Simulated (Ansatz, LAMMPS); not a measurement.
# Gap against volume in amorphous SnO2 (108 atoms)

Density of this cell: 6.07 g/cm³. The cell holds 108 atoms: 36 Sn and 72 O. Cell: a = 11.009 Å, b = 11.528 Å, c = 11.747 Å, α = 89.0°, β = 89.8°, γ = 84.9°. The starting structure: 108 atoms (36 Sn, 72 O) placed at random at 6.03 g/cm³, melted at 5000 K for 10 ps at fixed volume with the Morse and Coulomb pair potential with partial charges (Pedone, Malavasi, Menziani, Cormack and Segre, J. Phys. Chem. B 110, 11780 (2006)). Quenched from 5000 K to 300 K at 50 K/ps and fixed volume, held 10 ps at zero pressure, then minimised at fixed cell.

Calculated with Ansatz 0.2.0: Kohn-Sham DFT, PBE, PAW (set soft_1), plane waves; PAW set soft_1; cutoff 420 eV, Γ point, fixed occupations. The relaxed cell was scaled evenly and the atoms were relaxed at each volume. The gap is that between the highest filled and the lowest empty Kohn-Sham level on the run's k-points.

| volume (Å³/atom) | gap (eV) |
| --- | --- |
| 12.372 | 0.7391 |
| 12.922 | 0.6749 |
| 13.334 | 0.5335 |
| 13.747 | 0.409 |
| 14.159 | ? |
| 14.572 | 0.3571 |

Task: Fit a straight line in ln V to the rows given and interpolate to the withheld row.

**Working.**

A volume deformation potential makes the spacing linear in u = ln(V/V0), with V0 = 13.747 Å³ the relaxed volume; v is the spacing.

```
u = ln(V/V0)  v (eV)
   -0.105360  0.7391
  -0.0618751  0.6749
  -0.0304604  0.5335
           0   0.409
   0.0582690  0.3571
```

With n = 5: mean u = -0.0278854, mean v = 0.54272, Σ(u − ū)² = 0.015364, Σ(u − ū)(v − v̄) = -0.039404. Slope b = -0.039404 / 0.015364 = -2.5646; intercept a = v̄ − b ū = 0.47120.

At the withheld volume u = 0.02956, and v = a + b u.

Prediction at 14.159: 0.3954 eV. The run gave 0.3478 eV, so the fit is high by 0.048 eV (14 % of the value).

The rows don't follow a line (correlation 0.97 in size over all rows), so the slope of -2.56 eV is no deformation potential. Among the rows given, the largest miss of the fit is at 13.747, by 0.062 eV (16 % of the range of the table).

Limits: The table spans 16 % in volume, wide for a linear law. Semilocal functionals tend to put gaps under measured ones. Only the Γ point is sampled. Atoms move by up to 1.2 Å in these relaxations, so the structure changes along the series. Defect or tail levels can set the spacing of a disordered cell.

[Long decimals in the printed logs are rounded to 6 places.]

[Logs are printed without paths, hosts, clocks, repeated set-up lines and the standing remarks that a program may print on its own settings, such as how far it seeks lower states.]

[Hosts, paths, dates, database ids (printed as entryN), source tags and the programs' standing remarks are cut or masked in the printed files.]
